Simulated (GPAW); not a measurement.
## Dielectric function and optical constants of BN

Wanted: where BN starts to absorb, how strongly, and its refractive index. The cell comes from an older database entry, whose edges can differ from later determinations, mostly by under a per cent.

Method: DFT, PBE, plane-wave PAW (GPAW data sets), scalar-relativistic, RPA, optical limit, in GPAW 26.7.0.

The database entry behind the starting cell differs from later determinations by our own check (about 0.3 % short, minor phase), so it need not match the best structure at ambient conditions.

**1. Starting point**

Symmetry: P6_3/mmc, No. 194, hexagonal system. The conventional cell has a = 2.498 Å, b = 2.498 Å, c = 6.636 Å, α = 90.00°, β = 90.00°, γ = 120.00°. Nearest to N lie 3 B at 1.44 Å. Nearest to B lie 3 N at 1.44 Å. Farther neighbours and most contacts between anions are not listed.

Coordinates:

```cif
data_structure
_symmetry_space_group_name_H-M 'P6_3/mmc'
_symmetry_Int_Tables_number 194
_cell_length_a 2.4982
_cell_length_b 2.4982
_cell_length_c 6.6357
_cell_angle_alpha 90.000
_cell_angle_beta 90.000
_cell_angle_gamma 120.000
_cell_volume 35.87
loop_
_atom_site_label
_atom_site_type_symbol
_atom_site_symmetry_multiplicity
_atom_site_Wyckoff_symbol
_atom_site_fract_x
_atom_site_fract_y
_atom_site_fract_z
_atom_site_occupancy
N1 N 2 d 0.66667 0.33333 0.25000 1
B1 B 2 c 0.66667 0.33333 0.75000 1
```

**2. Ground state**

First the ground state: is it a metal or has it a gap?

This step: DFT, PBE, plane-wave PAW (GPAW data sets), scalar-relativistic, ground state (GPAW 26.7.0).

File gs.py:

```python
from ase import Atoms
from ase.dft.bandgap import bandgap
from gpaw import GPAW, PW, FermiDirac

atoms = Atoms(['N', 'N', 'B', 'B'],
              cell=[[2.498240000000, 0.000000000000, 0.000000000000],
                    [-1.249120000000, 2.163539304800, 0.000000000000],
                    [0.000000000000, 0.000000000000, 6.635700000000]],
              scaled_positions=[[0.666666666700, 0.333333333300, 0.250000000000],
                                [0.333333333300, 0.666666666700, 0.750000000000],
                                [0.666666666700, 0.333333333300, 0.750000000000],
                                [0.333333333300, 0.666666666700, 0.250000000000]],
              pbc=[True, True, True])
atoms.calc = GPAW(mode=PW(500), xc='PBE', kpts={'size': (12, 12, 4), 'gamma': True},
                  occupations=FermiDirac(0.05), maxiter=150, txt='gs.txt')
print('energy (eV)', atoms.get_potential_energy())
print('Fermi level (eV)', atoms.calc.get_fermi_level())
print('valence electrons', atoms.calc.get_number_of_electrons())
print('gap (eV)', bandgap(atoms.calc, output=None)[0])
print('direct gap (eV)', bandgap(atoms.calc, direct=True, output=None)[0])
atoms.calc.write('gs.gpw')
```

Run with:

```bash
OMP_NUM_THREADS=1 python gs.py
```

Numbers of over 12 decimals in the logs are rounded to 6 here.

Output:

```text
__  _  _
 | _ |_)|_||  |
 |__||  | ||/\| - 26.7.0

Versions:
  Python: 3.12.14
  ASE:    3.29.0
  Numpy:  2.5.5
  Scipy:  1.18.1
  Libxc:  7.0.0

Input parameters:
  mode=PW(ecut=500.0),
  kpts=MonkhorstPack(size=(12, 12, 4), gamma=True),
  maxiter=150,
  occupations=Occupations(name='fermi-dirac', width=0.05, fixmagmom=False),
  xc=XC(name='PBE')

Diagonalizing LCAO Hamiltonian
Converting LCAO to pw mode

        N B

        B N

Atoms  # Å, Bohr magnetons
|   | symbol |         x |        y |        z |    initial magnetic moments |
| 0 |      N |  1.249120 | 0.721180 | 1.658925 | ( 0.0000,  0.0000,  0.0000) |
| 1 |      N | -0.000000 | 1.442360 | 4.976775 | ( 0.0000,  0.0000,  0.0000) |
| 2 |      B |  1.249120 | 0.721180 | 4.976775 | ( 0.0000,  0.0000,  0.0000) |
| 3 |      B | -0.000000 | 1.442360 | 1.658925 | ( 0.0000,  0.0000,  0.0000) |

Unit cell  # Å
| periodic |         x |        y |        z |  lengths |     angles |
|      yes |  2.498240 | 0.000000 | 0.000000 | 2.498240 |  90.000000 |
|      yes | -1.249120 | 2.163539 | 0.000000 | 2.498240 |  90.000000 |
|      yes |  0.000000 | 0.000000 | 6.635700 | 6.635700 | 120.000000 |

Number of symmetries: 12
Symmetry operations  # r_c * U_cc + t_c -> r_c
|    | kind |            matrix            |
|  0 |  σ   |  1, 1, 0,  0,-1, 0,  0, 0, 1 |
|  1 |  S6  |  1, 1, 0, -1, 0, 0,  0, 0,-1 |
|  2 |  E   |  1, 0, 0,  0, 1, 0,  0, 0, 1 |
|  3 |  C2  |  1, 0, 0, -1,-1, 0,  0, 0,-1 |
|  4 |  C2  |  0, 1, 0,  1, 0, 0,  0, 0,-1 |
|  5 |  C3  |  0, 1, 0, -1,-1, 0,  0, 0, 1 |
|  6 |  S6  |  0,-1, 0,  1, 1, 0,  0, 0,-1 |
|  7 |  σ   |  0,-1, 0, -1, 0, 0,  0, 0, 1 |
|  8 |  σ   | -1, 0, 0,  1, 1, 0,  0, 0, 1 |
|  9 |  i   | -1, 0, 0,  0,-1, 0,  0, 0,-1 |
| 10 |  C3  | -1,-1, 0,  1, 0, 0,  0, 0, 1 |
| 11 |  C2  | -1,-1, 0,  0, 1, 0,  0, 0,-1 |

BZ-sampling:
  Number of BZ points: 576
  Number of IBZ points: 69

  Monkhorst-Pack size: [12, 12, 4]
  Monkhorst-Pack shift: [0.041667, 0.041667, 0.125]

K-points  # in reciprocal-cell coordinates
|     |                                coordinates |     weight |
|   0 | ( -0.00000000,  -0.00000000,   0.00000000) | 0.00173611 |
|   1 | ( -0.00000000,  -0.00000000,   0.25000000) | 0.00347222 |
|   2 | ( -0.00000000,  -0.00000000,   0.50000000) | 0.00173611 |
|   3 | (  0.08333333,  -0.00000000,  -0.25000000) | 0.01041667 |
|   4 | (  0.08333333,  -0.00000000,   0.00000000) | 0.01041667 |
|   5 | (  0.08333333,  -0.00000000,   0.25000000) | 0.01041667 |
|   6 | (  0.08333333,  -0.00000000,   0.50000000) | 0.01041667 |
|   7 | (  0.16666667,  -0.08333333,   0.00000000) | 0.01041667 |
|   8 | (  0.16666667,  -0.08333333,   0.25000000) | 0.02083333 |
|   9 | (  0.16666667,  -0.08333333,   0.50000000) | 0.01041667 |
| ... |                                            |            |
|  68 | (  0.50000000,   0.50000000,   0.50000000) | 0.00520833 |

Plane wave coefficients: 938
Cutoff: 500.0 eV

Spin-components: 1 (collinear spins)
Bands:           14
Projectors:      20
Spin-degeneracy: 2
Datatype:        complex128

Parallelization:
  kpt:    1
  domain: 1
  band:   1

Density:
  Valence electrons: 16.0
  Components: 1
  Grid points: [14 14 35]
  Charge: 0.0  # |e|

Potential:
  Grid points: [14 14 35]

species:
  N:
    name:    Nitrogen
    id:
    Z:       7.0
    valence: 5
    core:    2
    charge:  0.0  # [|e|]
    compensation charges:
      type: gauss
      rc: 0.18  # [Å]
      lmax: 2
    cutoffs:
      filter: 1.11  # [Å]
      core: 0.96  # [Å]
    projectors
    | kind |    occ | energy [eV] | rcut [Å] |
    |   2s |  2.000 |     -18.583 |    0.603 |
    |   2p |  3.000 |      -7.089 |    0.529 |
    |    s |        |       8.629 |    0.603 |
    |    p |        |      20.123 |    0.529 |
    |    d |        |       0.000 |    0.577 |

    Using partial waves for N as LCAO basis

  B:
    name:    Boron
    id:
    Z:       5.0
    valence: 3
    core:    2
    charge:  0.0  # [|e|]
    compensation charges:
      type: gauss
      rc: 0.20  # [Å]
      lmax: 2
    cutoffs:
      filter: 1.14  # [Å]
      core: 1.38  # [Å]
    projectors
    | kind |    occ | energy [eV] | rcut [Å] |
    |   2s |  2.000 |      -9.443 |    0.635 |
    |   2p |  1.000 |      -3.606 |    0.635 |
    |    s |        |      17.768 |    0.635 |
    |    p |        |      23.605 |    0.635 |
    |    d |        |       0.000 |    0.635 |

    Using partial waves for B as LCAO basis

Reference energy: -4302.422143  # eV

eigensolver:
  PPCG
  Converge bands: occupied
  niter=2

density mixing:
  MSR1-Mixer
  Pratt-step length: 0.05
  Maximum mixing coefficient: 0.75
  Old densities: 10
  SVD Regularization: 0.005
  Good broyden scale: 1.0
  Trust region scale: 1.0
  Backstep threshold: 4.0
  History deletion threshold: 6.0
  Fourier metric: weight=20.0, sigma=0.015

occupation numbers:
  Fermi-Dirac:
    width: 0.0500  # eV

poisson solver:
  ecut: 4000.0  # eV

xc functional:
  name: PBE with 2 nearest neighbor stencil

convergence criteria:
- Maximum [total energy] change in last 3 cyles: 0.0005 eV / valence electron
- Maximum integral of absolute [dens]ity change: 0.0001 electrons / valence electron
- Maximum integral of absolute [eigenst]ate change: 4e-08 eV^2 / valence electron
maximum number of iterations: 150

SCF iterations
|iter     |      energy | eigst |  dens |
|iter:   1||  -36.843746 | +0.45 |       |
|iter:   2||  -36.285587 | -1.28 | -0.66 |
|iter:   3||  -34.037227 | -0.58 | -0.70 |
|iter:   4||  -33.991862 | -2.03 | -1.33 |
|iter:   5||  -33.990305 | -2.92 | -1.71 |
|iter:   6||  -33.990654c| -4.16 | -2.33 |
|iter:   7||  -33.990647c| -5.51 | -3.24 |
|iter:   8||  -33.990648c| -6.98 | -3.92 |
|iter:   9||  -33.990648c| -7.75c| -4.66c|

Converged in 9 steps
SCF loop duration: 22.319 s (2.480 s/step)
Energy contributions relative to reference atoms: (reference = -4302.422143)

Energy contributions:
  Kinetic:          29.947337
  Coulomb:         -28.918042
  Zero:             -0.132859
  External:          0.000000
  Xc:              -34.887085
  Entropy:          -0.000000
  Spinorbit:         0.000000
  ----------------------------
  Free energy:     -33.990648
  Extrapolated:    -33.990648

dipole moment: (0.000000, 0.000000, 0.000001)  # |e|*Ang

Fermi level: 5.127
Eigenvalues  # (at kpt = [-0.000, -0.000, 0.000])
| band index |      eig [eV] | occ [0-2] |
|          0 |       -13.833 |     2.000 |
|          1 |       -13.542 |     2.000 |
|          2 |        -2.149 |     2.000 |
|          3 |        -0.012 |     2.000 |
|          4 |         2.785 |     2.000 |
|          5 |         2.786 |     2.000 |
|          6 |         2.863 |     2.000 |
|          7 |         2.864 |     2.000 |
|          8 |         9.332 |     0.000 |
|          9 |        14.538 |     0.000 |
|         10 |        15.718 |     0.000 |
|         11 |        15.718 |     0.000 |
|         12 |        16.364 |     0.000 |
|         13 |        17.296 |     0.000 |

Gap: 4.258 eV
Transition (v -> c):
  (s=0, k=35, n=7, [0.33, 0.33, 0.50]) -> (s=0, k=66, n=8, [0.50, 0.50, 0.00])
Direct/indirect transitions are different
Direct gap: 4.631 eV
Transition at: (s=0, k=35, n=7, [0.33, 0.33, 0.50])

--- standard output ---
energy (eV) -33.990648
Fermi level (eV) 5.126945
valence electrons 16.0
gap (eV) 4.257603
direct gap (eV) 4.630890
```

It took 26 s on 1 thread of Arm Neoverse N1, shared host; peak memory 0.15 GiB.

Read-outs, printed or worked out from the files:

* energy: -33.99 eV
* Fermi energy: 5.127 eV
* gap on the k-mesh: 4.258 eV
* direct gap on the mesh: 4.631 eV
* electrons: 16

There is a gap, 4.26 eV on this mesh (points off the mesh can give less), so no carriers' term is needed.

**3. Bands for the response**

The response needs many more empty bands than the density does.

This step: DFT, PBE, plane-wave PAW (GPAW data sets), scalar-relativistic, bands at fixed density (GPAW 26.7.0).

File nscf.py:

```python
from ase.dft.bandgap import bandgap
from gpaw import GPAW, FermiDirac

calc = GPAW('gs.gpw').fixed_density(kpts={'size': (15, 15, 5), 'gamma': True}, nbands=33, convergence={'bands': 27},
                                    occupations=FermiDirac(0.001), txt='nscf.txt')
print('gap (eV)', bandgap(calc, output=None)[0])
print('direct gap (eV)', bandgap(calc, direct=True, output=None)[0])
print('top band over the Fermi level (eV)', min(calc.get_eigenvalues(kpt=k)[26] for k in range(len(calc.get_ibz_k_points()))) - calc.get_fermi_level())
calc.write('full.gpw', mode='all')
```

Run with:

```bash
OMP_NUM_THREADS=1 python nscf.py
```

Output:

```text
Diagonalizing LCAO Hamiltonian
Converting LCAO to pw mode
convergence criteria:
- Maximum integral of absolute [eigenst]ate change: 4e-08 eV^2 / valence electron
maximum number of iterations: 150

SCF iterations
|iter     |      energy | eigst |  dens |
|iter:   1||             | +2.88 |       |
|iter:   2||             | +1.38 |       |
|iter:   3||             | -0.29 |       |
|iter:   4||             | -1.75 |       |
|iter:   5||             | -3.23 |       |
|iter:   6||             | -4.59 |       |
|iter:   7||             | -5.97 |       |
|iter:   8||             | -7.09 |       |
|iter:   9||             | -7.85c|       |
SCF steps: 9
  __  _  _
 | _ |_)|_||  |
 |__||  | ||/\| - 26.7.0

Versions:
  Python: 3.12.14
  ASE:    3.29.0
  Numpy:  2.5.5
  Scipy:  1.18.1
  Libxc:  7.0.0

Input parameters:
  mode=PW(ecut=500.0),
  convergence={'bands': 27},
  gpts=array([14, 14, 35]),
  kpts=MonkhorstPack(size=(15, 15, 5), gamma=True),
  maxiter=150,
  nbands=33,
  occupations=Occupations(name='fermi-dirac', width=0.001, fixmagmom=False),
  parallel={},
  xc=XC(name='PBE')

--- standard output ---
gap (eV) 4.276808
direct gap (eV) 4.651011
top band over the Fermi level (eV) 27.669761
```

It took 90 s on 1 thread; peak memory 0.22 GiB.

This step gave:

```
gap on the k-mesh      : 4.277 eV
direct gap on the mesh : 4.651 eV
```

**4. Dielectric function, RPA**

Transitions between filled and empty bands, summed over the zone, give the optical response, so mesh, band count and broadening shape it.

The induced potential is part of this response.

This step: DFT, PBE, plane-wave PAW (GPAW data sets), scalar-relativistic, RPA, optical limit (GPAW 26.7.0).

File df.py:

```python
from gpaw.response.df import DielectricFunction

df = DielectricFunction('full.gpw', frequencies={'type': 'nonlinear', 'domega0': 0.03, 'omega2': 8},
                        ecut=50,
                        eta=0.15,
                        nbands=27,
                        txt='df.txt')
for direction in ['x', 'z']:
    df.get_dielectric_function(xc='RPA', direction=direction, filename=f'df_{direction}.csv')
```

Run with:

```bash
OMP_NUM_THREADS=1 python df.py
```

Output:

```text
Using integrator: PointIntegrator
NonLinearFrequencyDescriptor(from 0.000 to 51.823 eV, 470 points)
Nonperiodic BCs:  [False False False]
Using integrator: PointIntegrator
NonLinearFrequencyDescriptor(from 0.000 to 51.823 eV, 470 points)
Nonperiodic BCs:  [False False False]

Calculating chi0 body with:
    Ground state adapter containing:
    Number of spins: 1
    Number of kpoints: 1125
    Number of irreducible kpoints: 119
    Number of completely occupied states: 8
    Number of partially occupied states: 8

    Linear response parametrization:
    q_c: [0.0, 0.0, 0.0]
    Number of frequency points: 470
    Planewave cutoff: 50.0
    Number of bands: 27
    Number of planewaves: 37
    Broadening (eta): 0.15

Integrating chi0 body.

Symmetries of q_c:
    Direct symmetries (Uq -> q): 12
    Indirect symmetries (TUq -> q): 0
In total 12 allowed symmetries.

119 groups of equivalent kpoints. 89.422222% reduction.

Integral kind: spectral function

Calculating chi0 optical extensions with:
    Ground state adapter containing:
    Number of spins: 1
    Number of kpoints: 1125
    Number of irreducible kpoints: 119
    Number of completely occupied states: 8
    Number of partially occupied states: 8

    Linear response parametrization:
    Number of frequency points: 470
    Planewave cutoff: 50.0
    Number of bands: 27
    Number of planewaves: 37
    Broadening (eta): 0.15
Integrating chi0 head and wings.

Symmetries of q_c:
    Direct symmetries (Uq -> q): 12
    Indirect symmetries (TUq -> q): 0
In total 12 allowed symmetries.

119 groups of equivalent kpoints. 89.422222% reduction.

Integral kind: spectral function wings
```

Run time: 15 s. Hardware: 1 thread; peak memory 0.23 GiB.

This step gave:

* electronic dielectric constant ε∞, mean over x, y and z (by symmetry where fewer were run): 3.927
* main peak of Im epsilon, first axis: 5.878 eV
* centre of weight of the strongest loss peak in the window: 8.030 eV

Some rows of df_x.csv (energy; Re and Im without local fields; Re and Im with them):

```text
0.000000, 4.845605, -0.000000, 4.619448, -0.000000
0.429336, 4.859980, 0.010128, 4.632452, 0.009160
0.878195, 4.906830, 0.021474, 4.674810, 0.019405
1.347938, 4.994652, 0.035217, 4.754112, 0.031772
1.840057, 5.138129, 0.053417, 4.883390, 0.048061
2.356191, 5.363947, 0.080203, 5.086162, 0.071853
2.898142, 5.725552, 0.125394, 5.409093, 0.111574
3.467895, 6.349266, 0.219086, 5.961066, 0.192649
4.067647, 7.643713, 0.513745, 7.087211, 0.440798
4.699832, 10.415697, 4.093167, 9.530352, 3.326595
5.367152, 6.721650, 8.295489, 6.859581, 7.215359
6.072622, -1.897806, 8.009023, -1.196599, 8.130953
6.819608, -0.978092, 3.598308, -0.759528, 3.673314
7.611886, -0.275627, 2.215745, -0.214736, 2.259324
8.453705, 1.140282, 1.349951, 1.144789, 1.329902
9.349861, 1.705781, 0.724650, 1.659279, 0.707993
10.305790, 2.479713, 0.848584, 2.384736, 0.826683
11.327680, 3.391959, 0.874968, 3.206771, 0.816135
12.422601, 5.068511, 1.165705, 4.670852, 0.987888
13.598673, 4.668392, 6.994922, 5.100073, 6.168715
```

The Im ε has structure finer than the step of the table below, so its rows give means over 0.5 eV, whole bins alone (the curve runs from 0 to 14.0 eV). Peaks (eV: height): E ∥ x 5.87: 10.9; E ∥ z 4.89: 1.11, 10.31: 5.90.

Values under the direct gap are tails of Lorentzian lines. The Im ε by photon energy; means over each step:

```tsv
photon energy (eV)	E ∥ x	E ∥ z
0.5	0.0107	0.00250
1.0	0.0225	0.00517
1.5	0.0365	0.00825
2.0	0.0548	0.0121
2.5	0.0811	0.0174
3.0	0.123	0.0256
3.5	0.204	0.0412
4.0	0.413	0.0847
4.5	1.76	0.423
5.0	5.37	1.03
5.5	8.22	1.01
6.0	9.01	0.750
6.5	4.96	0.549
7.0	3.09	0.506
7.5	2.39	0.407
8.0	1.33	0.361
8.5	1.28	0.430
9.0	1.02	0.683
9.5	0.688	2.08
10.0	0.740	4.22
10.5	0.707	4.12
11.0	0.741	2.64
11.5	0.840	2.12
12.0	0.884	1.87
12.5	1.13	1.17
13.0	3.25	1.10
13.5	6.05	1.13
```

Table of Re ε by photon energy:

```tsv
photon energy (eV)	E ∥ x	E ∥ z
0.0	4.62	2.54
0.5	4.64	2.55
1.0	4.69	2.56
1.5	4.79	2.58
2.0	4.94	2.61
2.5	5.16	2.66
3.0	5.49	2.73
3.5	6.00	2.84
4.0	6.91	3.02
4.5	8.96	3.44
5.0	8.89	2.89
5.5	7.03	2.56
6.0	-0.415	2.52
6.5	0.00851	2.42
7.0	-0.312	2.49
7.5	0.102	2.73
8.0	0.689	3.04
8.5	1.16	3.37
9.0	1.23	3.96
9.5	1.83	5.06
10.0	2.28	4.34
10.5	2.46	0.384
11.0	3.03	0.955
11.5	3.35	0.798
12.0	3.93	0.274
12.5	4.96	1.09
13.0	6.74	1.18
13.5	5.20	1.40
```

The refractive index n and extinction k by photon energy:

```tsv
photon energy (eV)	n, E ∥ x	k, E ∥ x	n, E ∥ z	k, E ∥ z
0.0	2.15	0	1.59	0
0.5	2.15	0.00249	1.60	7.8e-4
1.0	2.17	0.00517	1.60	0.00161
1.5	2.19	0.00831	1.61	0.00256
2.0	2.22	0.0123	1.62	0.00372
2.5	2.27	0.0177	1.63	0.00529
3.0	2.34	0.0260	1.65	0.00766
3.5	2.45	0.0407	1.68	0.0120
4.0	2.63	0.0745	1.74	0.0229
4.5	3.00	0.243	1.86	0.0912
5.0	3.10	0.843	1.72	0.294
5.5	2.94	1.28	1.63	0.314
6.0	2.15	2.25	1.60	0.239
6.5	1.58	1.58	1.56	0.156
7.0	1.14	1.27	1.58	0.158
7.5	1.18	1.14	1.66	0.134
8.0	1.03	0.617	1.75	0.109
8.5	1.21	0.541	1.84	0.113
9.0	1.20	0.446	2.00	0.161
9.5	1.38	0.242	2.29	0.452
10.0	1.53	0.243	2.26	0.874
10.5	1.58	0.221	1.44	1.30
11.0	1.76	0.219	1.39	0.994
11.5	1.84	0.228	1.22	0.834
12.0	1.99	0.211	1.08	0.942
12.5	2.24	0.223	1.15	0.489
13.0	2.67	0.606	1.17	0.445
13.5	2.56	1.17	1.26	0.447
```

Values under the direct gap are tails of Lorentzian lines. Table of Im ε, E ∥ x by photon energy; read off at these points:

```tsv
photon energy (eV)	without local fields	with local fields
0.00	0	0
0.50	0.0118	0.0107
1.00	0.0248	0.0224
1.50	0.0403	0.0363
2.00	0.0606	0.0545
2.50	0.0899	0.0805
3.00	0.137	0.122
3.50	0.227	0.200
4.00	0.455	0.392
4.50	1.77	1.46
5.00	6.30	5.22
5.50	8.66	7.53
5.82	11.5	10.7
5.87	11.4	10.9
6.00	9.66	9.67
6.50	5.02	5.01
7.00	2.84	2.91
7.50	2.66	2.68
8.00	1.28	1.27
8.50	1.33	1.30
9.00	1.07	1.07
9.50	0.691	0.667
10.00	0.750	0.743
10.50	0.725	0.700
11.00	0.812	0.770
11.50	0.910	0.842
12.00	0.969	0.841
12.50	1.21	0.999
13.00	4.15	3.23
13.50	6.93	6.01
```

The loss function −Im 1/ε at q → 0 has structure finer than the step of the table below, so its rows give means over 0.5 eV, whole bins alone (the curve runs from 0 to 14.0 eV). Peaks (eV: height): E ∥ x 7.85: 0.693; E ∥ z 5.61: 0.141, 12.26: 0.735.

Values under the direct gap are tails of Lorentzian lines. Table of loss function −Im 1/ε at q → 0 by energy loss; means over each step:

```tsv
energy loss (eV)	E ∥ x	E ∥ z
0.5	5.0e-4	3.8e-4
1.0	0.00102	7.9e-4
1.5	0.00159	0.00124
2.0	0.00224	0.00177
2.5	0.00303	0.00245
3.0	0.00407	0.00342
3.5	0.00558	0.00509
4.0	0.00836	0.00913
4.5	0.0200	0.0344
5.0	0.0499	0.102
5.5	0.0719	0.133
6.0	0.112	0.113
6.5	0.200	0.0877
7.0	0.325	0.0746
7.5	0.425	0.0539
8.0	0.590	0.0390
8.5	0.422	0.0364
9.0	0.359	0.0402
9.5	0.184	0.0699
10.0	0.130	0.116
10.5	0.106	0.249
11.0	0.0775	0.343
11.5	0.0706	0.410
12.0	0.0543	0.523
12.5	0.0423	0.530
13.0	0.0576	0.438
13.5	0.0909	0.344
```

From ε follow the optical constants at some laser and lamp lines:

```tsv
wavelength (nm)	n x	k x	R (%) x	1/α x	n z	k z	R (%) z	1/α z
1550	2.16	0.004	13.5	30 µm	1.60	0.001	5.3	97 µm
1064	2.17	0.006	13.7	14 µm	1.60	0.002	5.3	44 µm
800	2.19	0.009	13.9	7.4 µm	1.61	0.003	5.4	24 µm
450	2.30	0.021	15.6	1.7 µm	1.64	0.006	5.9	5.6 µm
405	2.35	0.027	16.3	1.2 µm	1.66	0.008	6.1	4.0 µm
365	2.42	0.037	17.3	788 nm	1.68	0.011	6.4	2.7 µm
248	3.10	0.842	29.2	23 nm	1.73	0.294	8.1	67 nm
```

Below the direct gap, k and the depth come from the tails of the Lorentzian lines, not from transitions.

Rows near the edge hang on the gap, which this functional as a rule makes too small, and phonon-assisted absorption is left out.

At 1064 nm the birefringence n(z) − n(x) is -0.571: the crystal is uniaxial negative at this level.

**5. What came out**

```yaml
electronic_dielectric_constant_eps_infinity_mean_over_x_y_and_z_by_symmetry_where_fewer_were_run_rpa: 3.93
main_peak_of_im_epsilon_first_axis: 5.88 eV
centre_of_weight_of_the_strongest_loss_peak_in_the_window_first_axis: 8.03 eV
```

At this level (PBE, RPA) BN has a mean ε∞ = 3.93 and n = 2.16 at 1550 nm (E ∥ x), and Im ε peaks at 5.9 eV (E ∥ x). On the mesh the gap is 4.28 eV and the least direct gap 4.65 eV, so on this mesh the band edges lie at different points. Local fields change the static value along x from 4.85 to 4.62 (-5 %). The static values by axis are 4.62 (x), 2.54 (z). At 1064 nm the birefringence n(z) − n(x) is -0.571: the crystal is uniaxial negative at this level. Excitons and phonon-assisted transitions are missing; PBE gaps are as a rule too small, which pulls the onset down and ε∞ up. The sum runs over mesh points, so small or evenly spaced maxima can still be ripples of the mesh.

[Machine, clock and banner lines and Python warnings are left out of the logs.]

[Logs are printed without paths, hosts, clocks, repeated set-up lines and the standing remarks that a program may print on its own settings, such as how far it seeks lower states.]

[Hosts, paths, dates, database ids (printed as entryN), source tags and the programs' standing remarks are cut or masked in the printed files.]
